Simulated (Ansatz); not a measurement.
**(NaCl)2(CaS)2 [001] superlattice, started as rocksalt type: the cell at rest**

Task: relax (NaCl)2(CaS)2 [001] superlattice, started as rocksalt type tightly.

Program: Ansatz 0.2.0. Level of theory: DFT PBE, scalar-relativistic, plane waves, PAW. Results are calculated unless marked as measured.

The structure was built from a prototype and need not be the compound's stable phase.

## Step 1: The structure

The structure is tetragonal, space group P4/nmm (No. 129). The conventional cell has a = 4.006 Å, b = 4.006 Å, c = 11.330 Å, α = 90.00°, β = 90.00°, γ = 90.00°. Nearest to Ca lie 5 S at 2.83 Å and 1 Cl at 2.83 Å. Nearest to Cl lie 1 Ca at 2.83 Å and 5 Na at 2.83 Å. Nearest to Na lie 1 S at 2.83 Å and 5 Cl at 2.83 Å. S has 1 Na at 2.83 Å and 5 Ca at 2.83 Å nearest. Farther neighbours and most contacts between anions are not listed.

## Step 2: Probe on a coarse mesh

A quick single point on a coarse mesh tells whether the cell has a gap and how far it is from rest, which sets the k mesh and smearing that follow.

input.yaml reads:

```yaml
crystal:
  lattice:
    - [2.8325, 2.8325, 0.0]
    - [-2.8325, 2.8325, 0.0]
    - [0.0, 0.0, 11.33]
  atoms:
    - { symbol: Ca, position: [0.0, 0.0, 0.5] }
    - { symbol: Ca, position: [0.5, 0.5, 0.75] }
    - { symbol: Cl, position: [0.5, 0.5, 0.0] }
    - { symbol: Cl, position: [1.0, 0.0, 0.25] }
    - { symbol: Na, position: [0.0, 0.0, 0.0] }
    - { symbol: Na, position: [0.5, 0.5, 0.25] }
    - { symbol: S, position: [0.5, 0.5, 0.5] }
    - { symbol: S, position: [1.0, 0.0, 0.75] }
kpoints:
  mp_grid: { grid: [4, 4, 2] }
hamiltonian:
  xc: pbe
scf:
  occupations: { method: gaussian, width: 0.1 }
output:
  forces: true
  stress: true
  eigenvalues: true
```

Launch:

```sh
ansatz run input.yaml --threads 8 --pin off --max-ram 14336MiB --backend cpu --events-out ev --progress --plain --runs-dir out
```

Numbers of over 12 decimals in the logs are rounded to 6 here.

The log of the run:

```text
Engine: ansatz 0.2.0, aarch64-unknown-linux-gnu
Pseudopotentials: kind: paw
Pseudopotential: Ca, paw, valence charge 10, recommended cutoff 420 eV (normal), Ca.paw.azcp
Pseudopotential: Cl, paw, valence charge 7, recommended cutoff 420 eV (normal), Cl.paw.azcp
Pseudopotential: Na, paw, valence charge 9, recommended cutoff 420 eV (normal), Na.paw.azcp
[...]
k-point 0: bands = [... 28 lower, 4.2286, 4.2286, 4.6515, 4.6515, 7.4238, 7.9363, 8.2760, 9.5507, ... 2 higher]
  k-point 1: bands = [... 28 lower, 4.2315, 4.2315, 4.6466, 4.6466, 7.4282, 8.2631, 8.4977, 9.1195, ... 2 higher]
  k-point 2: bands = [... 28 lower, 3.5786, 3.9263, 4.0429, 4.1711, 8.6622, 8.8686, 9.2230, 9.4646, ... 2 higher]
  k-point 11: bands = [... 28 lower, 3.6071, 3.6071, 3.7755, 3.7755, 8.0092, 8.0092, 9.7239, 9.7239, ... 2 higher]
[key lines of the parts left out:]
SCF converged after 8 iterations
Free energy (F): -10585.419168 eV
Fermi energy:    6.038873 eV
P = ⅓ Tr σ = 0.8504 GPa (8.504 kbar)
```

It took 0.94 s on 8 threads of Arm Neoverse V2, shared host; peak memory 0.64 GiB.

A gap read on the k-mesh alone can miss the band edges.

This step gave:

| Property | Result |
| --- | --- |
| pressure | 0.8504 GPa |
| gap on the k-mesh | 2.772 eV |
| volume per atom | 22.73 Å³ |
| direct gap on mesh | 2.772 eV |

The coarse mesh shows a gap of 2.77 eV and a pressure of 0.9 GPa.

## Step 3: Bringing the structure to rest

The cell and atoms are relaxed, since residual forces and stress would shift the frequencies.

input.yaml, the sections that differ from step 2:

```yaml
kpoints:
  mp_grid: { grid: [6, 6, 2] }
scf:
  occupations: { method: gaussian, width: 0.02 }
output:
  forces: true
  stress: true
  eigenvalues: true
  write_density: true
  write_potential: true
  elf: true
  volumetric_format: npy
relax:
  adjacent_minimum: "off"
  f_tol: 0.005
  max_steps: 80
  cell: { stress_tol: 0.05 }
# crystal, hamiltonian: as in step 2
```

The log of the run:

```text
[...]
Crystal: 8 atoms, lattice volume = 181.802 Å³
Basis set: ecut = 420 eV, 3549 PW (Γ), exchange–correlation on 54×54×160 points (8 copies of the dense FFT grid, shifted against one another)
Bands: 40, of which v1, the nominal top of the filled ones, is band 32 counted from 1 (31 counted from 0)
Symmetry: 16 space group operations
[...]
k-points: 20 of 72
[...]
SCF iter   1: F=—  HF=-10585.429467 eV  |F-HF|=—  |Δ(HF+E_count)|=         —  Δρ=4.28e-4  dr2=9.63e-4  ethr=1.77e-3  ⟨swp⟩=10.3  Hψ=4415  notcnv=0  defer=1
[...]
SCF iter   8: F=-10585.428610 eV  HF=-10585.428610 eV  |F-HF|=5.09e-9  |Δ(HF+E_count)|=   1.74e-7  Δρ=1.48e-6  dr2=6.94e-9  ethr=1.56e-10  ⟨swp⟩=12.4  Hψ=5514  notcnv=0
SCF 1 converged in 8 iterations: F = -10585.428610 eV  dr2 = 6.94e-9
[...]
relax step   1: F+E_penalty+E_count = -10585.42860959 eV  Δ(F+E_penalty+E_count) = +0.000e0 eV  max|allowed force component| = 2.265e-1 eV/Å  Δτ_max = 0.0000 Å  P = +0.829 GPa  Ω = 181.802 Å³  (8 SCF iters, dr2 threshold 1.00e-7 eV, accepted)
Crystal: 8 atoms, lattice volume = 186.459 Å³
Basis set: ecut = 420 eV, 3647 PW (Γ), exchange–correlation on 54×54×160 points (8 copies of the dense FFT grid, shifted against one another)
[...]
iter 1 solved again at ethr=1.04e-4 eV; its pass at ethr=3.10e-3 eV (dr2=6.65e-2 eV) is discarded
[...]
SCF iter   6: F=-10585.434158 eV  HF=-10585.434158 eV  |F-HF|=1.66e-7  |Δ(HF+E_count)|=   7.81e-7  Δρ=9.57e-6  dr2=1.67e-7  ethr=1.25e-9  ⟨swp⟩=13.0  Hψ=6501  notcnv=0
SCF 2 converged in 6 iterations: F = -10585.434158 eV  dr2 = 1.67e-7
relax step   2: F+E_penalty+E_count = -10585.43415803 eV  Δ(F+E_penalty+E_count) = -5.548e-3 eV  max|allowed force component| = 2.433e-1 eV/Å  Δτ_max = 0.0671 Å  P = -0.227 GPa  Ω = 186.459 Å³  energy of the carried Pulay correction = -1.278e-4 eV  (6 SCF iters, dr2 threshold 8.00e-7 eV, accepted)
Crystal: 8 atoms, lattice volume = 185.509 Å³
[...]
SCF iter   6: F=-10585.453010 eV  HF=-10585.453010 eV  |F-HF|=3.68e-8  |Δ(HF+E_count)|=   1.28e-7  Δρ=4.07e-6  dr2=2.63e-8  ethr=1.25e-9  ⟨swp⟩=9.0  Hψ=5073  notcnv=0
SCF 3 converged in 6 iterations: F = -10585.453010 eV  dr2 = 2.63e-8
relax step   3: F+E_penalty+E_count = -10585.45301009 eV  Δ(F+E_penalty+E_count) = -1.885e-2 eV  max|allowed force component| = 5.025e-2 eV/Å  Δτ_max = 0.0394 Å  P = -0.009 GPa  Ω = 185.509 Å³  energy of the carried Pulay correction = -1.020e-4 eV  (6 SCF iters, dr2 threshold 8.00e-7 eV, accepted)
[...]
relax step   4: F+E_penalty+E_count = -10585.45390048 eV  Δ(F+E_penalty+E_count) = -8.904e-4 eV  max|allowed force component| = 7.476e-3 eV/Å  Δτ_max = 0.0166 Å  P = +0.020 GPa  Ω = 185.513 Å³  energy of the carried Pulay correction = -1.021e-4 eV  (5 SCF iters, dr2 threshold 1.58e-7 eV, accepted)
[...]
relax step   5: F+E_penalty+E_count = -10585.45398570 eV  Δ(F+E_penalty+E_count) = -8.522e-5 eV  max|allowed force component| = 1.502e-3 eV/Å  Δτ_max = 0.0025 Å  P = +0.005 GPa  Ω = 185.607 Å³  energy of the carried Pulay correction = -1.047e-4 eV  (5 SCF iters, dr2 threshold 1.77e-8 eV, accepted)
[...]
SCF iter   6: F=-10585.454093 eV  HF=-10585.454093 eV  |F-HF|=4.73e-11  |Δ(HF+E_count)|=  5.07e-10  Δρ=1.01e-7  dr2=1.88e-11  ethr=1.00e-12  ⟨swp⟩=6.5  Hψ=3695  notcnv=0
SCF 6 converged in 6 iterations: F = -10585.454093 eV  dr2 = 1.88e-11
relax step   6: F+E_penalty+E_count = -10585.45409341 eV  Δ(F+E_penalty+E_count) = -1.077e-4 eV  max|allowed force component| = 1.525e-3 eV/Å  Δτ_max = 0.0000 Å  P = +0.005 GPa  Ω = 185.607 Å³  stress off target by 3.95e-2 GPa  SCF on the basis re-selected at this cell (its energy is not comparable with the rows above)  (6 SCF iters)
basis re-selected at this cell: Δ(F+E_penalty+E_count) = -1.077e-4 eV, ΔP = -0.000 GPa vs the last step (what re-selecting the basis moved, of the pressure what is left beyond the Pulay correction that the steps carried, after the strain that the cell walked since its last selection, with what the two solves' SCF thresholds leave and, on support functions, any second-order correction that the steps lacked; it is no m [...]
SCF converged after 6 iterations
Free energy (F): -10585.454093 eV
[...]
Internal energy: -10585.454093 eV  (E = F + TS)
E sigma→0 (E₀):  -10585.454093 eV
Fermi energy:    5.723849 eV
[...]
--- Forces (eV/Å), atoms counted from 1 ---
  atom   1  Ca     0.00000000     0.00000000     0.00017032
  atom   2  Ca     0.00000000     0.00000000    -0.00017032
  atom   3  Cl     0.00000000     0.00000000     0.00060237
  atom   4  Cl     0.00000000     0.00000000    -0.00060237
  atom   5  Na     0.00000000     0.00000000    -0.00152471
  atom   6  Na     0.00000000    -0.00000000     0.00152471
  atom   7  S      0.00000000     0.00000000     0.00112184
  atom   8  S      0.00000000     0.00000000    -0.00112184
  max |Σ_I F_I| component: 2.17e-19 eV/Å
--- Stress (GPa, compression-positive) ---
       -0.012098       0.000000       0.000000
        0.000000      -0.012098       0.000000
        0.000000       0.000000       0.039457
  P = ⅓ Tr σ = 0.0051 GPa (0.051 kbar)
--- Band table (eV; the first three rows and the last of 20) ---
  k-point 0: bands = [... 28 lower, 3.9254, 3.9254, 4.3210, 4.3210, 7.1266, 7.7356, 8.0161, 9.2155, ... 4 higher]
  k-point 1: bands = [... 28 lower, 3.9285, 3.9285, 4.3160, 4.3160, 7.1296, 8.0072, 8.3334, 8.7960, ... 4 higher]
  k-point 2: bands = [... 28 lower, 3.6745, 3.7705, 3.8207, 4.0789, 7.7547, 8.2301, 8.5096, 9.1378, ... 4 higher]
  k-point 19: bands = [... 28 lower, 3.2911, 3.2911, 3.4851, 3.4851, 7.6823, 7.6823, 9.5689, 9.5689, ... 4 higher]
--- Relaxed structure (5 steps of the walk, 5 accepted, 1 SCFs on fresh bases) ---
  F+E_penalty+E_count = -10585.45409341 eV   max|allowed force component| = 1.525e-3 eV/Å   (the final SCF, on the basis selected at the relaxed cell)
  cell:  # Å, volume = 185.6073 Å³
    - [2.847120, 2.847120, 0.0]
    - [-2.847120, 2.847120, 0.0]
    - [0.0, 0.0, 11.448629]
  atoms:
    - { symbol: Ca, position: [0, 0, 0.503041] }
    - { symbol: Ca, position: [0.5, 0.5, 0.746959] }
    - { symbol: Cl, position: [0.5, 0.5, 0.00178047] }
    - { symbol: Cl, position: [1.0, 0.0, 0.248220] }
    - { symbol: Na, position: [0, 0, -0.00293269] }
    - { symbol: Na, position: [0.5, 0.5, 0.252933] }
    - { symbol: S, position: [0.5, 0.5, 0.499728] }
    - { symbol: S, position: [1.0, 0.0, 0.750272] }
```

The job ended after 9.3 s (8 threads; peak memory 0.71 GiB; 67 s of CPU time).

Step by step:

```csv
step,energy less that of the first step (eV),largest force component (eV/Å),pressure (GPa),volume (Å³)
1,0.0000,0.2265,0.83,181.80
2,-0.0055,0.2433,-0.23,186.46
3,-0.0244,0.0502,-0.01,185.51
4,-0.0253,0.0075,0.02,185.51
5,-0.0254,0.0015,0.01,185.61
6*,-0.0255,0.0015,0.01,185.61
```

Relaxation steps marked * repeat the geometry before them on a plane-wave basis chosen anew for their cell, so energy and pressure can jump there.

Forces are held to the 16 operations that the run works with; a distortion that breaks them can't arise in this run.

```csv
"conventional cell, symmetrised",before,after,change
a (Å),4.006,4.026,+0.5 %
b (Å),4.006,4.026,+0.5 %
c (Å),11.330,11.449,+1.0 %
volume (Å³/atom),22.73,23.20,+2.1 %
```

The atoms that moved most (Å, as changes of fractional coordinates times the final cell):

```csv
atom,dx,dy,dz,length
Ca1,0.000,0.000,0.035,0.035
Ca2,0.000,0.000,-0.035,0.035
Na6,0.000,0.000,0.034,0.034
Na5,0.000,0.000,-0.034,0.034
Cl4,0.000,0.000,-0.020,0.020
Cl3,0.000,0.000,0.020,0.020
```

Numbers from this step:

```
pressure           : 0.005087 GPa
gap on the k-mesh  : 2.806 eV
volume per atom    : 23.20 Å³
direct gap on mesh : 2.806 eV
```

ELF in the ac plane at fractional y = 0.000, with atoms of Ca and Cl and Na and S within 0.2 Å of it. It is the smooth field of the valence electrons, not physical close to the nuclei.

Values, 24 rows by 14 columns, each cell a mean:
```
0.44 0.55 0.48 0.14 0.01 0.01 0.02 0.02 0.02 0.01 0.02 0.23 0.57 0.52
0.32 0.26 0.10 0.02 0.01 0.01 0.02 0.02 0.02 0.01 0.01 0.03 0.16 0.28
0.24 0.25 0.25 0.21 0.12 0.05 0.02 0.02 0.03 0.06 0.16 0.23 0.25 0.25
0.82 0.81 0.77 0.69 0.48 0.24 0.06 0.04 0.11 0.30 0.58 0.71 0.79 0.82
0.74 0.81 0.86 0.83 0.71 0.46 0.13 0.07 0.23 0.54 0.78 0.84 0.85 0.79
0.08 0.36 0.81 0.86 0.78 0.55 0.16 0.09 0.29 0.63 0.83 0.86 0.68 0.24
0.33 0.55 0.83 0.85 0.75 0.52 0.15 0.08 0.27 0.60 0.81 0.85 0.75 0.47
0.84 0.85 0.83 0.77 0.60 0.34 0.09 0.06 0.16 0.41 0.69 0.79 0.84 0.85
0.54 0.53 0.49 0.41 0.24 0.11 0.05 0.04 0.06 0.14 0.31 0.43 0.51 0.54
0.28 0.22 0.11 0.05 0.03 0.03 0.04 0.04 0.04 0.03 0.04 0.06 0.15 0.24
0.83 0.81 0.61 0.26 0.03 0.03 0.05 0.06 0.04 0.03 0.08 0.36 0.73 0.82
0.78 0.84 0.83 0.55 0.07 0.03 0.07 0.08 0.05 0.03 0.20 0.67 0.85 0.82
0.84 0.85 0.77 0.43 0.05 0.03 0.06 0.07 0.05 0.03 0.14 0.55 0.83 0.84
0.64 0.56 0.32 0.10 0.02 0.03 0.05 0.05 0.04 0.02 0.03 0.15 0.44 0.59
0.15 0.13 0.10 0.06 0.03 0.02 0.03 0.03 0.02 0.02 0.04 0.07 0.11 0.14
0.74 0.72 0.63 0.49 0.24 0.09 0.02 0.02 0.04 0.11 0.34 0.53 0.67 0.72
0.83 0.85 0.85 0.79 0.59 0.30 0.05 0.02 0.11 0.38 0.70 0.81 0.86 0.84
0.39 0.64 0.86 0.86 0.74 0.46 0.08 0.03 0.19 0.55 0.81 0.86 0.81 0.56
0.57 0.73 0.86 0.85 0.72 0.44 0.07 0.03 0.18 0.54 0.80 0.86 0.83 0.68
0.86 0.86 0.83 0.76 0.54 0.26 0.04 0.02 0.09 0.33 0.65 0.78 0.85 0.86
0.62 0.60 0.53 0.39 0.18 0.06 0.01 0.01 0.02 0.08 0.26 0.43 0.57 0.61
0.07 0.06 0.05 0.03 0.02 0.01 0.01 0.01 0.01 0.01 0.02 0.04 0.05 0.07
0.49 0.44 0.21 0.04 0.01 0.01 0.02 0.02 0.02 0.01 0.01 0.07 0.32 0.46
0.33 0.51 0.54 0.18 0.01 0.01 0.02 0.03 0.02 0.01 0.03 0.29 0.60 0.45
```
Columns run along a (4.0 Å), rows up along c (11.4 Å). Atoms in or near the plane, at fractional coordinates: Ca at (0.00, 0.50), Cl at (0.00, 0.25), Na at (0.00, 0.00), S at (0.00, 0.75).

Valence density in the ac plane at fractional y = 0.000, with atoms of Ca and Cl and Na and S within 0.2 Å of it. It is the smooth field of the valence electrons, not physical close to the nuclei.

Ten steps, logarithmic in the rise over the least value, from '0' (0 e/Å³) to '9' (16 e/Å³), each cell a mean:
```
98410000000168
43100000000013
11000000000001
22210000001122
44321000012334
23432100012343
34432100012344
33321000001233
22110000000112
22100000000012
65420000001246
87531000001467
76520000001367
43210000000134
11000000000001
22110000000122
54321000001344
34531000012454
45431000012355
44321000001234
11100000000011
00000000000000
64100000000035
98410000000269
```
Columns run along a (4.0 Å), rows up along c (11.4 Å). Atoms in or near the plane, at fractional coordinates: Ca at (0.00, 0.50), Cl at (0.00, 0.25), Na at (0.00, 0.00), S at (0.00, 0.75).

Electrostatic potential energy in the ac plane at fractional y = 0.000, with atoms of Ca and Cl and Na and S within 0.2 Å of it. With pseudopotentials it is smooth inside the atoms' cores, unlike the true potential.

Ten even steps from '_' (-50 eV) to '@' (9 eV), each cell a mean:
```
__::##%%@@@@@@@@@@@@@@%%++..
##%%%%@@@@@@@@@@@@@@@@@@%%##
@@@@@@@@@@@@@@@@@@@@@@@@@@@@
%%@@@@@@@@@@@@@@@@@@@@@@@@@@
==++##@@@@@@@@@@@@@@@@%%**==
==--==##@@@@@@@@@@@@@@##----
----++%%@@@@@@@@@@@@@@##==--
**##%%@@@@@@@@@@@@@@@@@@%%##
@@@@@@@@@@@@@@@@@@@@@@@@@@@@
%%%%%%@@@@@@@@@@@@@@@@@@%%%%
::--**%%@@@@@@@@@@@@%%##++--
____--**%%@@@@@@@@@@%%**..__
__..==##@@@@@@@@@@@@%%**--__
++**##%%@@@@@@@@@@@@@@%%##**
@@@@@@@@@@@@@@@@@@@@@@@@@@@@
%%@@@@@@@@@@@@@@@@@@@@@@@@@@
==++##@@@@@@@@@@@@@@@@@@**==
____==%%@@@@@@@@@@@@@@##::__
__..++%%@@@@@@@@@@@@@@##--..
**##%%@@@@@@@@@@@@@@@@@@%%**
@@@@@@@@@@@@@@@@@@@@@@@@@@@@
@@@@@@@@@@@@@@@@@@@@@@@@@@@@
++**%%@@@@@@@@@@@@@@@@@@##**
____**%%@@@@@@@@@@@@@@%%==__
```
Columns run along a (4.0 Å; values clipped at the 3rd and 97th percentile), rows up along c (11.4 Å). Atoms in or near the plane, at fractional coordinates: Ca at (0.00, 0.50), Cl at (0.00, 0.25), Na at (0.00, 0.00), S at (0.00, 0.75).

In this step the volume went from 22.73 to 23.20 Å³/atom.

## Step 4: Tight relaxation

Phonons need a cell at rest on their own settings, so the relaxation is repeated with tight tolerances on forces and stress, using the mesh and the filling of the phonon run that follows.

input.yaml reads:

```yaml
crystal:
  lattice:
    - [2.8471199777, 2.8471199777, 0.0]
    - [-2.8471199777, 2.8471199777, 0.0]
    - [0.0, 0.0, 11.4486286866]
  atoms:
    - { symbol: Ca, position: [0.0, 0.0, 0.5030410096] }
    - { symbol: Ca, position: [0.5, 0.5, 0.7469589904] }
    - { symbol: Cl, position: [0.5, 0.5, 0.001780471] }
    - { symbol: Cl, position: [1.0, 0.0, 0.248219529] }
    - { symbol: Na, position: [0.0, 0.0, -0.0029326886] }
    - { symbol: Na, position: [0.5, 0.5, 0.2529326886] }
    - { symbol: S, position: [0.5, 0.5, 0.4997280064] }
    - { symbol: S, position: [1.0, 0.0, 0.7502719936] }
kpoints:
  mp_grid: { grid: [8, 8, 2] }
hamiltonian:
  xc: pbe
scf:
  occupations: { method: fixed }
output:
  forces: true
  stress: true
  eigenvalues: true
relax:
  adjacent_minimum: "off"
  f_tol: 0.001
  max_steps: 60
  cell: { stress_tol: 0.01 }
```

The log of the run:

```text
[...]
Crystal: 8 atoms, lattice volume = 185.607 Å³
Basis set: ecut = 420 eV, 3647 PW (Γ), exchange–correlation on 54×54×160 points (8 copies of the dense FFT grid, shifted against one another)
Bands: 40, of which v1, the nominal top of the filled ones, is band 32 counted from 1 (31 counted from 0)
[... 1 set-up line as in the run before ...]
[...]
k-points: 30 of 128
[...]
- [-2.846447, 2.846447, 0.0]
    - [0.0, 0.0, 11.457014]
  atoms:
    - { symbol: Ca, position: [0, 0, 0.503070] }
    - { symbol: Ca, position: [0.5, 0.5, 0.746930] }
    - { symbol: Cl, position: [0.5, 0.5, 0.00173319] }
    - { symbol: Cl, position: [1.0, 0.0, 0.248267] }
    - { symbol: Na, position: [0, 0, -0.00305892] }
    - { symbol: Na, position: [0.5, 0.5, 0.253059] }
    - { symbol: S, position: [0.5, 0.5, 0.499795] }
    - { symbol: S, position: [1.0, 0.0, 0.750205] }
[key lines of the parts left out:]
SCF converged after 10 iterations
Free energy (F): -10585.454527 eV
Fermi energy:    4.318263 eV
P = ⅓ Tr σ = -0.0002 GPa (-0.002 kbar)
```

Wall time 10 s (8 threads); peak memory 0.75 GiB.

Little changed from the start: no atom moved by 0.005 Å and no cell edge by 0.1 %.

Numbers from this step:

```
pressure           : -2.11e-4 GPa
gap on the k-mesh  : 2.805 eV
volume per atom    : 23.21 Å³
direct gap on mesh : 2.805 eV
```

The largest force component left is 0.29 meV/Å and the pressure is 0.000 GPa, within the tolerances set. The cell now holds 23.21 Å³/atom.

## Step 5: What came out

- space group after relaxation (within 0.01 Å): P4/nmm
- lattice constant a: 4.025 Å
- lattice constant b: 4.025 Å
- lattice constant c: 11.457 Å
- volume per atom: 23.2 Å³
- gap on the k-mesh: 2.81 eV

The largest force component left is 0.29 meV/Å and the pressure is 0.000 GPa, within the tolerances set. The cell now holds 23.21 Å³/atom. The relaxation keeps the symmetry of its start, so it says nothing on stability against lower symmetry. The starting cell was built on a prototype and not taken from a measurement, so the phase need not exist.

[Logs are printed without paths, hosts, clocks, repeated set-up lines and the standing remarks that a program may print on its own settings, such as how far it seeks lower states.]

[Hosts, paths, dates, database ids (printed as entryN), source tags and the programs' standing remarks are cut or masked in the printed files.]
